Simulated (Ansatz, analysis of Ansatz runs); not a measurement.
# Migration in Al3GaN4 (Pm): H transfer from N to N, charge +1, part 3 of 3

Wanted: path and barrier of a jump of H in Al3GaN4 (Pm) at charge +1. The case: H transfer from N to N, in a cell of 96 host atoms with 1 H put in.

Ansatz 0.2.0; plane-wave PAW DFT, PBEsol; nudged elastic band between two relaxed defect structures at fixed charge in a uniform background.

So far, barrier forward (eV): step 4 (nudged elastic band, charge +1, PBEsol) 0.535; step 6 (barrier from single points, PBEsol, denser k-mesh) 0.535; step 8 (barrier from single points, r2SCAN) 0.675.

### 9. Single point at the top of the path, PBEsol

A single point at the top of the band gives the levels near the gap and the populations there.

This step: plane-wave PAW DFT, PBEsol; single point of a defect supercell on a structure of the PBEsol path.

File qp1.top.probe/input.yaml:

```yaml
crystal:
  lattice:
    - [10.08692303, 0.0, 0.00025291]
    - [0.0, 9.39015873, 0.0]
    - [-0.00644803, 0.0, 10.83602103]
  atoms:
    - { symbol: Al, position: [0.25126532, 0.16658717, 0.08506806] }
    - { symbol: Al, position: [0.00246398, 0.16645428, 0.41778453] }
    - { symbol: Al, position: [0.00203367, 8.307e-05, 0.16586285] }
    - { symbol: Ga, position: [0.25104505, 3.48e-05, 0.33334086] }
    - { symbol: "N", position: [0.05739302, 9.047e-05, 0.33331602] }
    - { symbol: "N", position: [0.06278926, 0.16673997, 0.08386477] }
    - { symbol: "N", position: [0.31396426, 0.16619322, 0.42191214] }
    - { symbol: "N", position: [0.313473, 4.684e-05, 0.16407584] }
    - { symbol: Al, position: [0.24910621, 0.16605831, 0.5851124] }
    - { symbol: Al, position: [0.0008705, 0.1665701, 0.91771969] }
    - { symbol: Al, position: [0.00020832, 7.633e-05, 0.66644594] }
    - { symbol: Ga, position: [0.24964772, 4.965e-05, 0.83449748] }
    - { symbol: "N", position: [0.05590457, 9.354e-05, 0.83348611] }
    - { symbol: "N", position: [0.06046885, 0.16702989, 0.58427271] }
    - { symbol: "N", position: [0.31309662, 0.16695519, 0.92134957] }
    - { symbol: "N", position: [0.31140855, 4.619e-05, 0.66429002] }
    - { symbol: Al, position: [0.25116761, 0.5000459, 0.08496546] }
    - { symbol: Al, position: [-0.0018956, 0.50010324, 0.41714876] }
    - { symbol: Al, position: [0.00374195, 0.33358951, 0.16569506] }
    - { symbol: Ga, position: [0.25361607, 0.3327377, 0.33663656] }
    - { symbol: "N", position: [0.05896522, 0.33506774, 0.33464977] }
    - { symbol: "N", position: [0.06290532, 0.50008019, 0.08341871] }
    - { symbol: "N", position: [0.32685669, 0.50007133, 0.43185469] }
    - { symbol: "N", position: [0.3131291, 0.33420537, 0.16611189] }
    - { symbol: Al, position: [0.24018174, 0.50004054, 0.59195041] }
    - { symbol: Al, position: [0.00028367, 0.50010131, 0.91763574] }
    - { symbol: Al, position: [-0.00276638, 0.33233736, 0.66653804] }
    - { symbol: Ga, position: [0.24840548, 0.33282212, 0.83552405] }
    - { symbol: "N", position: [0.05450565, 0.33351659, 0.83301606] }
    - { symbol: "N", position: [0.05596102, 0.50008406, 0.58378573] }
    - { symbol: "N", position: [0.31251737, 0.500116, 0.92118342] }
    - { symbol: "N", position: [0.30911635, 0.33345611, 0.66486088] }
    - { symbol: Al, position: [0.25126497, 0.83348589, 0.08507197] }
    - { symbol: Al, position: [0.002475, 0.83373621, 0.41778301] }
    - { symbol: Al, position: [0.00375286, 0.666573, 0.16569885] }
    - { symbol: Ga, position: [0.25362464, 0.66734611, 0.33665142] }
    - { symbol: "N", position: [0.05897533, 0.66511213, 0.33465401] }
    - { symbol: "N", position: [0.06278521, 0.83342176, 0.08386544] }
    - { symbol: "N", position: [0.31396631, 0.83400096, 0.42191056] }
    - { symbol: "N", position: [0.31313025, 0.66588957, 0.16611539] }
    - { symbol: Al, position: [0.24911004, 0.83401798, 0.5851116] }
    - { symbol: Al, position: [0.00086832, 0.83363158, 0.91771822] }
    - { symbol: Al, position: [-0.00276785, 0.6678309, 0.66653653] }
    - { symbol: Ga, position: [0.24840498, 0.66728175, 0.83551964] }
    - { symbol: "N", position: [0.05450704, 0.666675, 0.83301748] }
    - { symbol: "N", position: [0.06048055, 0.83312554, 0.58426553] }
    - { symbol: "N", position: [0.31310223, 0.83326858, 0.92134721] }
    - { symbol: "N", position: [0.30912512, 0.66663995, 0.66485802] }
    - { symbol: Al, position: [0.75187317, 0.16627014, 0.08214033] }
    - { symbol: Al, position: [0.50155089, 0.16550471, 0.41620289] }
    - { symbol: Al, position: [0.50229548, 8.29e-05, 0.16456988] }
    - { symbol: Ga, position: [0.75144045, 4.708e-05, 0.3318851] }
    - { symbol: "N", position: [0.55731075, 0.00010506, 0.33196794] }
    - { symbol: "N", position: [0.562845, 0.16584601, 0.08108928] }
    - { symbol: "N", position: [0.81453002, 0.16623969, 0.41967517] }
    - { symbol: "N", position: [0.81307103, 4.954e-05, 0.16231885] }
    - { symbol: Al, position: [0.74987557, 0.1660381, 0.58263244] }
    - { symbol: Al, position: [0.50074693, 0.16607002, 0.91601674] }
    - { symbol: Al, position: [0.50015342, 8.019e-05, 0.66483566] }
    - { symbol: Ga, position: [0.74974759, 4.677e-05, 0.8322085] }
    - { symbol: "N", position: [0.55568845, 9.656e-05, 0.83132975] }
    - { symbol: "N", position: [0.56094296, 0.16675022, 0.58217734] }
    - { symbol: "N", position: [0.81297477, 0.16673697, 0.9186166] }
    - { symbol: "N", position: [0.81134694, 4.385e-05, 0.66234091] }
    - { symbol: Al, position: [0.751989, 0.50003805, 0.08269687] }
    - { symbol: Al, position: [0.5197939, 0.5001179, 0.39661398] }
    - { symbol: Al, position: [0.50201625, 0.33151483, 0.16129035] }
    - { symbol: Ga, position: [0.75453236, 0.32967324, 0.32959006] }
    - { symbol: "N", position: [0.56025774, 0.32816656, 0.32717804] }
    - { symbol: "N", position: [0.56254555, 0.50007628, 0.08227445] }
    - { symbol: "N", position: [0.80854185, 0.50012095, 0.41810736] }
    - { symbol: "N", position: [0.81481922, 0.33310471, 0.16119177] }
    - { symbol: Al, position: [0.74785482, 0.50004721, 0.58160471] }
    - { symbol: Al, position: [0.50011214, 0.50010231, 0.91638314] }
    - { symbol: Al, position: [0.49761558, 0.32895377, 0.66668471] }
    - { symbol: Ga, position: [0.74919154, 0.33335023, 0.8330638] }
    - { symbol: "N", position: [0.55506472, 0.33380648, 0.83165235] }
    - { symbol: "N", position: [0.54732504, 0.50008914, 0.57563854] }
    - { symbol: "N", position: [0.81240861, 0.50010422, 0.91898101] }
    - { symbol: "N", position: [0.80749111, 0.33453855, 0.66164576] }
    - { symbol: Al, position: [0.75187822, 0.83381243, 0.08213728] }
    - { symbol: Al, position: [0.50154877, 0.83471033, 0.41620766] }
    - { symbol: Al, position: [0.50201307, 0.66865618, 0.16127424] }
    - { symbol: Ga, position: [0.75454841, 0.67044391, 0.3295838] }
    - { symbol: "N", position: [0.56027113, 0.67206026, 0.32715561] }
    - { symbol: "N", position: [0.56285112, 0.83432309, 0.08108148] }
    - { symbol: "N", position: [0.81454343, 0.83397522, 0.41967338] }
    - { symbol: "N", position: [0.8148258, 0.66699465, 0.16119278] }
    - { symbol: Al, position: [0.74987553, 0.83403501, 0.58263345] }
    - { symbol: Al, position: [0.50075122, 0.8341325, 0.91601187] }
    - { symbol: Al, position: [0.49761001, 0.67120028, 0.66667894] }
    - { symbol: Ga, position: [0.74918905, 0.66674164, 0.83306223] }
    - { symbol: "N", position: [0.55506174, 0.66638159, 0.83165319] }
    - { symbol: "N", position: [0.56093305, 0.8333966, 0.58217615] }
    - { symbol: "N", position: [0.81297123, 0.83347599, 0.91861145] }
    - { symbol: "N", position: [0.80749319, 0.66556296, 0.66164418] }
    - { symbol: H, position: [0.42144182, 0.50001111, 0.5244503] }
total_charge: 1
basis:
  ecutwfc: 420
  xc_grid: 2
hamiltonian:
  xc: pbesol
kpoints:
  mp_grid: { grid: [1, 1, 1], shift: [0.25, 0.25, 0.25] }
scf:
  occupations: { method: fixed }
  max_iter: 120
output:
  forces: true
  eigenvalues: true
  eigenstates: { localisation: true }
  populations: true
  write_density: true
  write_potential: true
  volumetric_format: npy
  elf: true
checkpoint:
  write: "../qp1.top.probe.run"
  compress: false
  write_wavefunctions: false
  write_every: 100000
```

On the command line:

```bash
$ ansatz run input.yaml --threads 32 --pin off --max-ram 84787MiB --backend cuda --events-out ev --progress --plain --runs-dir out --max-vram 78GiB
```

Run time: 2.1 s. Hardware: 1 × NVIDIA GB200 with 32 threads of Arm Neoverse V2, shared host; peak memory 1.4 GiB.

This step gave:

```yaml
free_energy: -82111.3640 eV
```

States next to the filling edge at the first k-point, on the run's own zero (eigenstates.tsv). The participation number counts the atoms that a state is spread over, of 97; bands count from 0.

| spin | band | energy (eV) | occupation | participation | largest share on | share |
| --- | --- | --- | --- | --- | --- | --- |
| both | 246 | 7.291 | 2.00 | 52.1 | N95 | 0.04 |
| both | 247 | 7.316 | 2.00 | 55.0 | N63 | 0.04 |
| both | 248 | 7.347 | 2.00 | 43.4 | N15 | 0.05 |
| both | 249 | 7.368 | 2.00 | 54.5 | N87 | 0.04 |
| both | 250 | 7.549 | 2.00 | 53.9 | N95 | 0.04 |
| both | 251 | 7.560 | 2.00 | 52.4 | N95 | 0.04 |
| both | 252 | 11.879 | 0.00 | 71.5 | N23 | 0.04 |
| both | 253 | 12.401 | 0.00 | 63.4 | Ga20 | 0.05 |
| both | 254 | 12.437 | 0.00 | 65.2 | Ga36 | 0.05 |
| both | 255 | 12.715 | 0.00 | 84.1 | Al25 | 0.02 |
| both | 256 | 12.857 | 0.00 | 81.9 | Al66 | 0.03 |

Under PBEsol at one point at (¼, ¼, ¼), the highest filled state is spread over 52 of 97 atoms, and the lowest empty one, 4.32 eV above it, is spread over 71 of 97 atoms.

The distance between the highest filled and the lowest empty level goes from 4.36 eV at the start to 4.32 eV at the top.

### 10. Summary of results

```yaml
barrier_forward: 0.53 eV
barrier_backward: 0.71 eV
end_less_start: -0.18 eV
hop_length: 1.92 Å
band_iterations_as_the_log_counts_them: 9
barrier_from_single_points_pbesol_denser_k_mesh: 0.54 eV
barrier_from_single_points_r2scan: 0.68 eV
```

In words: The top of the band lies 0.53 eV above the start and 0.71 eV above the end. For hydrogen, zero-point energy and tunnelling change the rate much, so no rate follows from this barrier alone. Across functionals on this path (PBEsol 0.535 and r2SCAN 0.675 eV) the forward values spread by 0.141 eV. The order of the top as a saddle was not checked for all atoms, so a bent path could be lower. No image-charge correction is applied; it largely cancels along a path if the charge stays localised alike. Limits: one k-point off the zone centre stands for the whole zone.

[Logs are printed without paths, hosts, clocks, repeated set-up lines and the standing remarks that a program may print on its own settings, such as how far it seeks lower states.]

[Hosts, paths, dates, database ids (printed as entryN), source tags and the programs' standing remarks are cut or masked in the printed files.]
